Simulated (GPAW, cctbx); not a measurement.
## Rb2LiPI6: what bonding does to one electron reflection, worked out

Rb2LiPI6, Fm-3m (no. 225), a = 11.7039 Å, b = 11.7039 Å, c = 11.7039 Å, α = 90.00°, β = 90.00°, γ = 90.00°.

```csv
atom,mult.,x,y,z
I1,24,0.2403,0,0
Rb1,8,1/4,1/4,3/4
P1,4,0,0,0
Li1,4,1/2,0,0
```

The cell comes from substitution in a known structure type and wasn't matched to any measured phase.

A DFT run (GPAW, PBE, 550 eV, 3×3×3 k-points, Fermi–Dirac width 0.05 eV) gives the static X-ray structure factor of 020 as 191.049 e for the conventional cell; superposed free atoms give 190.650 e. **Problem.** Find the Fourier component V of the crystal potential and the two-beam extinction distance at 120 kV in both cases.

## Step 1: Geometry

The cell volume is Ω = 1603.21 Å³ and d(020) = 5.8520 Å, so g = 1/d = 0.1709 Å⁻¹.

## Step 2: The nuclei

Electrons feel nuclei as well as electrons, so the nuclear charges are summed with the same phases.

Phase sums Σ exp(2πi h·x), turned so that the total is real and positive: I +8.060, Rb -8.000, P +4.000, Li +4.000. Then F_Z = 53 × (+8.060) + 37 × (-8.000) + 15 × (+4.000) + 3 × (+4.000) = 203.16 e. The electron term has the same sign for this reflection.

## Step 3: Mott–Bethe

Poisson's equation, term by term, gives V = (e/4πε₀)(F_Z − F)/(πΩg²), with e/4πε₀ = 14.3996 V Å.

The prefactor is 14.3996 × 5.8520²/(π × 1603.21) = 0.09791 V per electron. Free atoms: (203.16 − 190.650) × 0.09791 = 1.225 V. Crystal: (203.16 − 191.049) × 0.09791 = 1.186 V. F changes by +0.21 % and V by -3.2 %: the same 0.40 e is measured against F_Z − F = 12.5 e in place of F = 190.7 e.

## Step 4: Extinction distance

In the two-beam case ξ = 1/(λU) with U = 2γm₀eV/h², that is ξ = 150.41 V Å²/(γλV).

At 120 kV, λ = 0.03349 Å and γ = 1.2348. Free atoms: ξ = 2969 Å. Crystal: ξ = 3067 Å. The thickness fringes go as sin²(πt/ξ), so the two patterns slip by a quarter of a period when t|1/ξ₁ − 1/ξ₀| = 1/4, at t ≈ 2327 nm, thicker than usual samples. Thermal motion, absorption and many-beam coupling, left out here, change a real pattern.

## Step 5: Answer

V(020) is 1.19 V against 1.22 V, and ξ is 3067 against 2969 Å. Limits: static atoms, two beams.

[Outputs are excerpts: Python notices, other lines and further rows are left out; steps that failed or that the build refused (PBEsol, TPSS) are not shown.]

[Logs are printed without paths, hosts, clocks, repeated set-up lines and the standing remarks that a program may print on its own settings, such as how far it seeks lower states.]
